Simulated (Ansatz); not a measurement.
## How fast states decay through KPbCO3F

A new crystal, KPbCO3F: structure, gap and complex bands. It is built by putting Pb for Sr in the KSrCO3F structure of space group P-6m2, with the volume rescaled by atomic radii. The parent structure comes from the Materials Project.

Method: r2SCAN DFT, plane waves, PAW files, in the first sound run; inputs show where later runs differ, in Ansatz 0.2.0.

The structure was built from a prototype and need not be the compound's stable phase.

### 1. The starting structure

The structure is hexagonal, space group P-6m2 (No. 187). Conventional cell: a = 5.060 Å, b = 5.060 Å, c = 4.538 Å, α = 90.00°, β = 90.00°, γ = 120.00°. Nearest to K lie 6 O at 2.82 Å and 3 F at 2.92 Å. Pb has 2 F at 2.27 Å and 6 O at 2.54 Å nearest. Nearest to C lie 3 O at 1.24 Å. Nearest to O lie 1 C at 1.24 Å and 2 Pb at 2.54 Å and 2 K at 2.82 Å. Nearest to F lie 2 Pb at 2.27 Å and 3 K at 2.92 Å. It derives from KSrCO3F. Pb for Sr in the KSrCO3F structure of space group P-6m2. Farther neighbours and most contacts between anions are not listed.

### 2. Cell and atoms at rest

The substituted atoms don't fit the parent's cell, so cell and atoms relax together. A small smearing keeps the run stable in case the gap closes on the way.

File input.yaml:

```yaml
crystal:
  lattice:
    - [5.06013424, 0.0, 0.0]
    - [-2.53006712, 4.3822047984, 0.0]
    - [0.0, 0.0, 4.538462113]
  atoms:
    - { symbol: K, position: [0.6666666667, 0.3333333333, 0.0] }
    - { symbol: Pb, position: [0.3333333333, 0.6666666667, 0.5] }
    - { symbol: C, position: [0.0, 0.0, 0.5] }
    - { symbol: O, position: [0.8583906667, 0.7167813333, 0.5] }
    - { symbol: O, position: [0.8583906667, 0.1416093333, 0.5] }
    - { symbol: O, position: [0.2832186667, 0.1416093333, 0.5] }
    - { symbol: F, position: [0.3333333333, 0.6666666667, 0.0] }
kpoints:
  mp_grid: { grid: [6, 6, 6] }
scf:
  occupations: { method: gaussian, width: 0.03 }
hamiltonian:
  xc: r2scan
output:
  forces: true
  stress: true
relax:
  f_tol: 0.02
  max_steps: 60
  cell: {}
```

Run with:

```sh
$ ansatz run input.yaml --threads 2 --pin off --max-ram 4096MiB --backend cpu --events-out ev --progress --plain --runs-dir out
```

Numbers of over 12 decimals in the logs are rounded to 6 here.

Output:

```text
Engine: ansatz 0.2.0, x86_64-unknown-linux-gnu
Pseudopotentials: kind: paw
Pseudopotential: K, paw, valence charge 9, recommended cutoff 500 eV (meta_gga), K.paw.azcp
Pseudopotential: Pb, paw, valence charge 14, recommended cutoff 500 eV (meta_gga), Pb.paw.azcp
Pseudopotential: C, paw, valence charge 4, recommended cutoff 500 eV (meta_gga), C.paw.azcp
Pseudopotential: O, paw, valence charge 6, recommended cutoff 500 eV (meta_gga), O.paw.azcp
Pseudopotential: F, paw, valence charge 7, recommended cutoff 500 eV (meta_gga), F.paw.azcp
Functional definition: r2SCAN
  parameter k0 = 0.174
  parameter k1 = 0.065
  parameter a1 = 4.9479
  exchange = r2scan_x(k0 = k0, k1 = k1, a1 = a1)
  correlation = r2scan_c
Crystal: 7 atoms, lattice volume = 100.638 Å³
Basis set: ecut = 500 eV, 2519 PW (Γ), exchange–correlation on 160×160×144 points (64 copies of the dense FFT grid, shifted against one another)
Bands: 33, of which v1, the nominal top of the filled ones, is band 26 counted from 1 (25 counted from 0)
Symmetry: 12 space group operations
Space group: P-6m2 (ITA 187), of the structure as read, at distance tolerance 4.7e-5 Å
k-points: 28 of 216 (time reversal used)
Non-local potential: K, projectors of the file, l = 0: 3, l = 1: 2, l = 2: 2
Non-local potential: Pb, projectors of the file, l = 0: 2, l = 1: 2, l = 2: 2, l = 3: 2
Non-local potential: C, projectors of the file, l = 0: 2, l = 1: 2, l = 2: 1
Non-local potential: O, projectors of the file, l = 0: 2, l = 1: 2, l = 2: 1
Non-local potential: F, projectors of the file, l = 0: 2, l = 1: 2, l = 2: 1
PAW form: soft (Blöchl's): semilocal exchange-correlation on the pseudo side does not see the compensation charge
PAW frozen core: K, regenerated for the run's functional (the file was generated under x = pbe(κ = 0.804, μ = 0.219515), c = pbe(β = 0.066725))
PAW frozen core: Pb, regenerated for the run's functional (the file was generated under x = pbe(κ = 0.804, μ = 0.219515), c = pbe(β = 0.066725))
PAW frozen core: C, regenerated for the run's functional (the file was generated under x = pbe(κ = 0.804, μ = 0.219515), c = pbe(β = 0.066725))
PAW frozen core: O, regenerated for the run's functional (the file was generated under x = pbe(κ = 0.804, μ = 0.219515), c = pbe(β = 0.066725))
PAW frozen core: F, regenerated for the run's functional (the file was generated under x = pbe(κ = 0.804, μ = 0.219515), c = pbe(β = 0.066725))
PAW one-centre angular grid: K, 302 points (default); XC on 160 Gauss nodes
PAW one-centre angular grid: Pb, 590 points (default); XC on 160 Gauss nodes
PAW one-centre angular grid: C, 302 points (default); XC on 239 of its mesh's 2573 points in the sphere
PAW one-centre angular grid: O, 302 points (default); XC on 160 Gauss nodes
PAW one-centre angular grid: F, 302 points (default); XC on 160 Gauss nodes
Initial density: superposition of atomic densities (neutral atoms: chi_scale 0, normalization atom), corrected by the library's trained network
Initial wavefunctions: pseudopotential atomic-orbital guess
Functional: x = r2scan, c = r2scan; τ floored in thin density (d = 2e-4 eV/Å³)
SCF iter   1: F=—  HF=-16232.417851 eV  |F-HF|=—  |Δ(HF+E_count)|=         —  Δρ=1.04e-2  dr2=1.02e-1  dr2_τ=7.00e-1  ethr=1.77e-3  ⟨swp⟩=8.0  Hψ=4624  notcnv=0  defer=11
preconditioner: auto → Resta (q_TF=auto, 2.444 Å⁻¹)  ε∞=3.1  [insulator: Δε(μ)=3.215 eV  Ē_g=18.071 eV  σ=0.030 eV  W_gap=1.00  n_scr=20 (ndim 8)  ℏωp=26.2 eV  f_vac=0.110  D(μ)=0.00/eV (n_scr^D=0)  ε∞_Penn≈3.1]
SCF iter   2: F=—  HF=-16232.537889 eV  |F-HF|=—  |Δ(HF+E_count)|=   1.20e-1  Δρ=4.66e-3  dr2=1.21e-2  dr2_τ=2.64e-3  ethr=1.97e-4  ⟨swp⟩=2.6  Hψ=2011  notcnv=0  defer=59
SCF iter   3: F=—  HF=-16232.535958 eV  |F-HF|=—  |Δ(HF+E_count)|=   1.93e-3  Δρ=1.48e-3  dr2=1.69e-3  dr2_τ=1.29e-4  ethr=2.32e-5  ⟨swp⟩=2.2  Hψ=1451  notcnv=0  defer=31
automatic band count: iteration 3 solves 32 bands in place of 33: the levels show a gap, and the empty bands left out lie too high to hold charge; the band table lists the bands solved (type scf.n_extra_bands for more)
SCF iter   4: F=—  HF=-16232.536099 eV  |F-HF|=—  |Δ(HF+E_count)|=   1.41e-4  Δρ=4.02e-4  dr2=1.77e-4  dr2_τ=1.41e-5  ethr=3.26e-6  ⟨swp⟩=2.2  Hψ=1551  notcnv=0  defer=31
SCF iter   5: F=—  HF=-16232.536201 eV  |F-HF|=—  |Δ(HF+E_count)|=   1.02e-4  Δρ=1.29e-4  dr2=2.11e-5  dr2_τ=2.38e-6  ethr=3.40e-7  ⟨swp⟩=2.8  Hψ=1650  notcnv=0  defer=31
SCF iter   6: F=—  HF=-16232.536223 eV  |F-HF|=—  |Δ(HF+E_count)|=   2.14e-5  Δρ=7.55e-5  dr2=4.42e-6  dr2_τ=3.97e-7  ethr=4.07e-8  ⟨swp⟩=2.0  Hψ=1515  notcnv=0  defer=31
SCF iter   7: F=—  HF=-16232.536224 eV  |F-HF|=—  |Δ(HF+E_count)|=   1.25e-6  Δρ=4.16e-5  dr2=1.04e-6  dr2_τ=1.16e-7  ethr=8.50e-9  ⟨swp⟩=2.1  Hψ=1554  notcnv=0  defer=31
SCF iter   8: F=-16232.536224 eV  HF=-16232.536224 eV  |F-HF|=2.51e-8  |Δ(HF+E_count)|=   1.21e-7  Δρ=7.73e-6  dr2=4.43e-8  dr2_τ=3.58e-9  ethr=1.92e-10  ⟨swp⟩=3.8  Hψ=4023  notcnv=0
SCF 1 converged in 8 iterations: F = -16232.536224 eV  dr2 = 4.43e-8
  greatest PAW one-centre occupation: 0.989 electrons in one spin orbital (limit 2), on the K atom at site 0 (counted from 0), in its partial waves of l = 0
relax step   1: F+E_penalty+E_count = -16232.53622394 eV  Δ(F+E_penalty+E_count) = +0.000e0 eV  max|allowed force component| = 3.359e0 eV/Å  Δτ_max = 0.0000 Å  P = +16.803 GPa  Ω = 100.638 Å³  (8 SCF iters, dr2 threshold 1.00e-7 eV, accepted)
Crystal: 7 atoms, lattice volume = 115.606 Å³
Basis set: ecut = 500 eV, 2909 PW (Γ), exchange–correlation on 160×160×144 points (64 copies of the dense FFT grid, shifted against one another)
Initial density: handed on by an earlier stage of this run
Initial wavefunctions: those handed on with the density
iter 1 solved again at ethr=4.23e-4 eV; its pass at ethr=3.10e-3 eV (dr2=2.20e-1 eV) is discarded
SCF iter   1: F=—  HF=-16232.042780 eV  |F-HF|=—  |Δ(HF+E_count)|=         —  Δρ=1.35e-2  dr2=2.19e-1  dr2_τ=7.90e-1  ethr=4.23e-4  ⟨swp⟩=1.1  Hψ=5252  notcnv=0
automatic band count: iteration 1 solves 30 bands in place of 33: the levels show a gap, and the empty bands left out lie too high to hold charge; the band table lists the bands solved (type scf.n_extra_bands for more)
preconditioner: auto → Resta (q_TF=auto, 2.388 Å⁻¹)  ε∞=3.3  [insulator: Δε(μ)=3.261 eV  Ē_g=16.000 eV  σ=0.030 eV  W_gap=1.00  n_scr=26 (ndim 8)  ℏωp=24.4 eV  f_vac=0.168  D(μ)=0.00/eV (n_scr^D=0)  ε∞_Penn≈3.3  vacuum switching on, ρ_ref=1.9e-2 e/Å³]
SCF iter   2: F=—  HF=-16233.194263 eV  |F-HF|=—  |Δ(HF+E_count)|=    1.15e0  Δρ=8.20e-3  dr2=6.27e-2  dr2_τ=4.66e-3  ethr=4.21e-4  ⟨swp⟩=3.8  Hψ=1828  notcnv=0
[...]
SCF iter   8: F=-16233.181588 eV  HF=-16233.181588 eV  |F-HF|=3.16e-8  |Δ(HF+E_count)|=   4.92e-7  Δρ=6.62e-6  dr2=7.22e-8  dr2_τ=1.29e-8  ethr=1.35e-9  ⟨swp⟩=5.0  Hψ=3383  notcnv=0
SCF 2 converged in 8 iterations: F = -16233.181588 eV  dr2 = 7.22e-8
relax step   2: F+E_penalty+E_count = -16233.18158807 eV  Δ(F+E_penalty+E_count) = -6.454e-1 eV  max|allowed force component| = 1.199e0 eV/Å  Δτ_max = 0.0276 Å  P = +2.528 GPa  Ω = 115.606 Å³  energy of the carried Pulay correction = -7.167e-3 eV  (8 SCF iters, dr2 threshold 7.00e-7 eV, accepted)
Crystal: 7 atoms, lattice volume = 116.757 Å³
iter 1 solved again at ethr=2.22e-5 eV; its pass at ethr=3.10e-3 eV (dr2=1.16e-2 eV) is discarded
SCF iter   1: F=—  HF=-16233.207108 eV  |F-HF|=—  |Δ(HF+E_count)|=         —  Δρ=3.65e-3  dr2=1.15e-2  dr2_τ=3.12e-2  ethr=2.22e-5  ⟨swp⟩=1.8  Hψ=4540  notcnv=0
automatic band count: iteration 1 solves 30 bands in place of 33: the levels show a gap, and the empty bands left out lie too high to hold charge; the band table lists the bands solved (type scf.n_extra_bands for more)
preconditioner: auto → Resta (q_TF=auto, 2.384 Å⁻¹)  ε∞=3.3  [insulator: Δε(μ)=3.530 eV  Ē_g=16.048 eV  σ=0.030 eV  W_gap=1.00  n_scr=26 (ndim 8)  ℏωp=24.3 eV  f_vac=0.146  D(μ)=0.00/eV (n_scr^D=0)  ε∞_Penn≈3.3]
SCF iter   2: F=—  HF=-16233.213790 eV  |F-HF|=—  |Δ(HF+E_count)|=   6.68e-3  Δρ=1.36e-3  dr2=1.29e-3  dr2_τ=2.05e-4  ethr=2.22e-5  ⟨swp⟩=2.0  Hψ=1597  notcnv=0
SCF iter   3: F=—  HF=-16233.213695 eV  |F-HF|=—  |Δ(HF+E_count)|=   9.47e-5  Δρ=4.64e-4  dr2=2.13e-4  dr2_τ=1.78e-5  ethr=2.49e-6  ⟨swp⟩=2.0  Hψ=1518  notcnv=0
SCF iter   4: F=—  HF=-16233.213701 eV  |F-HF|=—  |Δ(HF+E_count)|=   6.10e-6  Δρ=1.81e-4  dr2=4.75e-5  dr2_τ=2.61e-6  ethr=4.10e-7  ⟨swp⟩=2.0  Hψ=1055  notcnv=0
SCF iter   5: F=—  HF=-16233.213710 eV  |F-HF|=—  |Δ(HF+E_count)|=   8.51e-6  Δρ=1.02e-4  dr2=9.39e-6  dr2_τ=1.05e-6  ethr=9.13e-8  ⟨swp⟩=2.0  Hψ=1479  notcnv=0
SCF iter   6: F=—  HF=-16233.213711 eV  |F-HF|=—  |Δ(HF+E_count)|=   1.04e-6  Δρ=3.01e-5  dr2=1.10e-6  dr2_τ=9.02e-8  ethr=1.81e-8  ⟨swp⟩=2.0  Hψ=1518  notcnv=0
SCF iter   7: F=-16233.213712 eV  HF=-16233.213712 eV  |F-HF|=1.41e-7  |Δ(HF+E_count)|=   1.37e-6  Δρ=8.25e-6  dr2=8.29e-8  dr2_τ=7.93e-9  ethr=1.35e-9  ⟨swp⟩=4.5  Hψ=3167  notcnv=0
SCF 3 converged in 7 iterations: F = -16233.213712 eV  dr2 = 8.29e-8
relax step   3: F+E_penalty+E_count = -16233.21371209 eV  Δ(F+E_penalty+E_count) = -3.212e-2 eV  max|allowed force component| = 2.160e-1 eV/Å  Δτ_max = 0.0115 Å  P = +0.432 GPa  Ω = 116.757 Å³  energy of the carried Pulay correction = -7.678e-3 eV  (7 SCF iters, dr2 threshold 7.00e-7 eV, accepted)
[...]
relax step   4: F+E_penalty+E_count = -16233.21486030 eV  Δ(F+E_penalty+E_count) = -1.148e-3 eV  max|allowed force component| = 8.957e-3 eV/Å  Δτ_max = 0.0030 Å  P = +0.010 GPa  Ω = 116.971 Å³  energy of the carried Pulay correction = -7.772e-3 eV  (5 SCF iters, dr2 threshold 7.00e-7 eV, accepted)
[...]
relax step   5: F+E_penalty+E_count = -16233.22131128 eV  Δ(F+E_penalty+E_count) = -6.451e-3 eV  max|allowed force component| = 7.549e-3 eV/Å  Δτ_max = 0.0000 Å  P = +0.012 GPa  Ω = 116.971 Å³  stress off target by 5.40e-2 GPa  SCF on the basis re-selected at this cell (its energy is not comparable with the rows above)  (8 SCF iters)
[...]
relax step   6: F+E_penalty+E_count = -16233.22132833 eV  Δ(F+E_penalty+E_count) = -1.706e-5 eV  max|allowed force component| = 3.601e-3 eV/Å  Δτ_max = 0.0005 Å  P = +0.009 GPa  Ω = 116.968 Å³  energy of the carried Pulay correction = -1.234e-6 eV  (6 SCF iters, dr2 threshold 7.28e-9 eV, accepted)
iter 1 solved again at ethr=6.51e-8 eV; its pass at ethr=3.10e-3 eV (dr2=3.38e-5 eV) is discarded
SCF iter   1: F=—  HF=-16233.221315 eV  |F-HF|=—  |Δ(HF+E_count)|=         —  Δρ=2.25e-5  dr2=1.38e-8  dr2_τ=8.50e-9  ethr=6.51e-8  ⟨swp⟩=4.0  Hψ=7480  notcnv=0
preconditioner: auto → Resta (q_TF=auto, 2.383 Å⁻¹)  ε∞=3.0  [insulator: Δε(μ)=3.565 eV  Ē_g=17.186 eV  σ=0.030 eV  W_gap=1.00  n_scr=26 (ndim 8)  ℏωp=24.3 eV  f_vac=0.145  D(μ)=0.00/eV (n_scr^D=0)  ε∞_Penn≈3.0]
SCF iter   2: F=—  HF=-16233.221329 eV  |F-HF|=—  |Δ(HF+E_count)|=   1.39e-5  Δρ=1.13e-5  dr2=3.24e-9  dr2_τ=9.24e-8  ethr=2.65e-11  ⟨swp⟩=3.1  Hψ=2074  notcnv=0
SCF iter   3: F=—  HF=-16233.221328 eV  |F-HF|=—  |Δ(HF+E_count)|=   2.72e-7  Δρ=2.00e-6  dr2=6.53e-10  dr2_τ=2.50e-9  ethr=6.23e-12  ⟨swp⟩=2.0  Hψ=1652  notcnv=0
SCF iter   4: F=-16233.221328 eV  HF=-16233.221328 eV  |F-HF|=5.46e-12  |Δ(HF+E_count)|=   6.63e-9  Δρ=1.54e-7  dr2=2.44e-11  dr2_τ=8.67e-12  ethr=1.00e-12  ⟨swp⟩=3.2  Hψ=3931  notcnv=0
SCF 7 converged in 4 iterations: F = -16233.221328 eV  dr2 = 2.44e-11
relax step   7: F+E_penalty+E_count = -16233.22132836 eV  Δ(F+E_penalty+E_count) = -3.006e-8 eV  max|allowed force component| = 3.568e-3 eV/Å  Δτ_max = 0.0000 Å  P = +0.009 GPa  Ω = 116.968 Å³  stress off target by 1.99e-2 GPa  SCF on the basis re-selected at this cell (its energy is not comparable with the rows above)  (4 SCF iters)
basis re-selected at this cell: Δ(F+E_penalty+E_count) = -3.006e-8 eV, ΔP = -0.000 GPa vs the last step (what re-selecting the basis moved, of the pressure what is left beyond the Pulay correction that the steps carried, after the strain that the cell walked since its last selection, with what the two solves' SCF thresholds leave and, on support functions, any second-order correction that the steps lacked; it is no m [...]
SCF converged after 4 iterations
Free energy (F): -16233.221328 eV
Harris-Foulkes:  -16233.221328 eV  (|F-HF|=5.46e-12)
Internal energy: -16233.221328 eV  (E = F + TS)
E sigma→0 (E₀):  -16233.221328 eV
Fermi energy:    6.266555 eV
--- Per-component energies (eV) ---
  E_band       = -354.713043
  E_kinetic    = 1368.362736
  E_local      = -4046.711138  (includes V_loc(G=0)·N_el)
  E_nonlocal   = 605.590298
  E_hartree    = 1521.146743
  E_xc         = -689.543432
  E_vxc        = -832.444357  (∫ρ·V_xc dr)
  E_paw        = -12000.927962  (= ΣΔE_a)
  E_vpaw       = -547.650239  (= ΣTr[D̂ρ^β])
  E_aug_tail   = 0.004165  (compensation charges beyond the density's cutoff)
  E_vtau       = 55.841939  (kinetic-family band-sum trace: ∫τ·v_τ [+ j·A + Jᵃ·Aᵃ] dr)
  E_ewald      = -2991.760067
  E_core_change = 0.617329  (= ΣΔE_core)
  E_smearing   = -0.000000  (= −TS)
  E_closure    = 0.000000  (closes the sum)
  Σ components = -16233.221328   (vs F -16233.221328, Δ=0.00e0)
--- Forces (eV/Å), atoms counted from 1 ---
  atom   1  K      0.00000000     0.00000000     0.00000000
  atom   2  Pb     0.00000000     0.00000000     0.00000000
  atom   3  C      0.00000000     0.00000000     0.00000000
  atom   4  O      0.00000000    -0.00356801     0.00000000
  atom   5  O     -0.00308999     0.00178400     0.00000000
  atom   6  O      0.00308999     0.00178400     0.00000000
  atom   7  F      0.00000000     0.00000000     0.00000000
  max |Σ_I F_I| component: 3.69e-17 eV/Å
--- Stress (GPa, compression-positive) ---
        0.019855      -0.000000       0.000000
       -0.000000       0.019855       0.000000
        0.000000       0.000000      -0.012672
  P = ⅓ Tr σ = 0.0090 GPa (0.090 kbar)
--- Relaxed structure (5 steps of the walk, 5 accepted, 2 SCFs on fresh bases) ---
  F+E_penalty+E_count = -16233.22132836 eV   max|allowed force component| = 3.568e-3 eV/Å   (the final SCF, on the basis selected at the relaxed cell)
  cell:  # Å, volume = 116.9680 Å³
    - [5.314685, 0.0, 0.0]
    - [-2.657343, 4.602652, 0.0]
    - [0.0, 0.0, 4.781690]
  atoms:
    - { symbol: K, position: [0.666667, 0.333333, 0.0] }
    - { symbol: Pb, position: [0.333333, 0.666667, 0.500000] }
    - { symbol: C, position: [-3.5522141181572644e-17, -2.6490432441525142e-17, 0.500000] }
    - { symbol: O, position: [0.859829, 0.719657, 0.500000] }
    - { symbol: O, position: [0.859829, 0.140171, 0.500000] }
    - { symbol: O, position: [0.280343, 0.140171, 0.500000] }
    - { symbol: F, position: [0.333333, 0.666667, 0.0] }
```

Elapsed: 64 s, on 2 threads of Intel Xeon Platinum 8259CL at 2.50GHz (Skylake/Cascade Lake), shared host; peak memory 0.72 GiB.

Relaxation path:

```tsv
step	energy less that of the first step (eV)	largest force component (eV/Å)	pressure (GPa)	volume (Å³)
1	0.0000	3.3586	16.80	100.64
2	-0.6454	1.1987	2.53	115.61
3	-0.6775	0.2160	0.43	116.76
4	-0.6786	0.0090	0.01	116.97
5*	-0.6851	0.0075	0.01	116.97
6	-0.6851	0.0036	0.01	116.97
7*	-0.6851	0.0036	0.01	116.97
```

Relaxation steps marked * repeat the geometry before them on a plane-wave basis chosen anew for their cell, so energy and pressure can jump there.

The run keeps the 12 symmetry operations that it works with, so distortions that break them were not tested.

```tsv
conventional cell, symmetrised	before	after	change
a (Å)	5.060	5.315	+5.0 %
b (Å)	5.060	5.315	+5.0 %
c (Å)	4.538	4.782	+5.4 %
volume (Å³/atom)	14.38	16.71	+16.2 %
```

The atoms that moved most (Å, as changes of fractional coordinates times the final cell):

```tsv
atom	dx	dy	dz	length
O5	0.011	-0.007	0.000	0.013
O4	0.000	0.013	0.000	0.013
O6	-0.011	-0.007	0.000	0.013
```

Numbers from this step:

```
free energy  : -16233.2213 eV
Fermi energy : 6.267 eV
pressure     : 0.009013 GPa
```

The largest force component on a free atom ends at 0.0036 eV/Å.

### 3. The bulk crystal and its band edges

The energy window and the wavevectors of the next steps follow from the band edges, so these are searched first, off the mesh as well.

File input.yaml:

```yaml
crystal:
  lattice:
    - [5.3146852563, 0.0, 0.0]
    - [-2.6573426282, 4.6026524451, 0.0]
    - [0.0, 0.0, 4.7816900889]
  atoms:
    - { symbol: K, position: [0.6666666667, 0.3333333333, 0.0] }
    - { symbol: Pb, position: [0.3333333333, 0.6666666667, 0.5] }
    - { symbol: C, position: [0.0, 0.0, 0.5] }
    - { symbol: O, position: [0.8598286014, 0.7196572027, 0.5] }
    - { symbol: O, position: [0.8598286014, 0.1401713986, 0.5] }
    - { symbol: O, position: [0.2803427973, 0.1401713986, 0.5] }
    - { symbol: F, position: [0.3333333333, 0.6666666667, 0.0] }
kpoints:
  mp_grid: { grid: [6, 6, 6] }
  band_path: { path: [VBM, CBM], npoints: 30 }
scf:
  occupations: { method: fixed }
hamiltonian:
  xc: r2scan
output:
  eigenvalues: true
  write_potential: true
  write_density: true
  volumetric_format: npy
```

Output:

```text
[...]
Crystal: 7 atoms, lattice volume = 116.968 Å³
Basis set: ecut = 500 eV, 2945 PW (Γ), exchange–correlation on 160×160×144 points (64 copies of the dense FFT grid, shifted against one another)
Bands: 33, of which v1, the nominal top of the filled ones, is band 26 counted from 1 (25 counted from 0)
Symmetry: 12 space group operations
[...]
k-points: 28 of 216 (time reversal used)
[...]
SCF iter   1: F=—  HF=-16233.124052 eV  |F-HF|=—  |Δ(HF+E_count)|=         —  Δρ=9.49e-3  dr2=9.55e-2  dr2_τ=5.18e-1  ethr=1.77e-3  ⟨swp⟩=5.0  Hψ=3354  notcnv=0  defer=132
[...]
SCF iter   8: F=-16233.221328 eV  HF=-16233.221328 eV  |F-HF|=2.65e-8  |Δ(HF+E_count)|=   4.66e-7  Δρ=4.61e-6  dr2=2.30e-8  dr2_τ=3.27e-9  ethr=1.92e-10  ⟨swp⟩=11.4  Hψ=4406  notcnv=0
SCF 1 converged in 8 iterations: F = -16233.221328 eV  dr2 = 2.30e-8
[...]
NSCF: frozen V_eff on 28 k-points
[...]
SCF converged after 8 iterations
Free energy (F): -16233.221328 eV
[...]
Internal energy: -16233.221328 eV  (E = F + TS)
E sigma→0 (E₀):  -16233.221328 eV
Fermi energy:    4.483895 eV
[...]
--- Band table (eV; the first three rows and the last of 28) ---
  k-point 0: bands = [... 22 lower, 1.6253, 2.2568, 2.2568, 3.5602, 9.1205, 9.8727, 11.0550, 11.0550, ... 3 higher]
  k-point 1: bands = [... 22 lower, 1.5884, 2.2629, 2.2629, 3.5609, 9.0392, 9.9103, 10.9944, 10.9944, ... 3 higher]
  k-point 2: bands = [... 22 lower, 2.1598, 2.2748, 2.2748, 3.5621, 8.4823, 10.1182, 10.8494, 10.8494, ... 3 higher]
  k-point 27: bands = [... 22 lower, 2.1098, 2.2235, 2.9661, 4.4839, 8.6426, 9.2482, 10.1269, 10.4537, ... 3 higher]
```

Elapsed: 26 s, on 2 threads; peak memory 0.65 GiB; 51 s of CPU time.

Numbers from this step:

```
Fermi energy        : 4.484 eV
gap on the k-mesh   : 3.565 eV
gap on path         : 3.565 eV, by band count; negative where bands overlap
direct gap on path  : 4.159 eV
edge places on path : 0, 0.7882 1/A along the path
```

Electronic bands along the path, in eV, zero at the Fermi level (highest filled level under fixed occupations); v1 is the highest filled band, c1 the lowest empty one:

```tsv
point	v4	v3	v2	v1	c1	c2	c3	c4
VBM	-2.37	-2.26	-1.52	0.00	4.16	4.76	5.64	5.97
halfway	-2.36	-2.20	-1.20	-0.78	3.94	5.34	5.83	6.10
CBM	-2.20	-2.20	-1.64	-0.92	3.57	5.66	6.29	6.29
```

The searched edges give 3.57 eV, as on the mesh.

[end of part 1 of 2]

[Logs are printed without paths, hosts, clocks, repeated set-up lines and the standing remarks that a program may print on its own settings, such as how far it seeks lower states.]

[Hosts, paths, dates, database ids (printed as entryN), source tags and the programs' standing remarks are cut or masked in the printed files.]
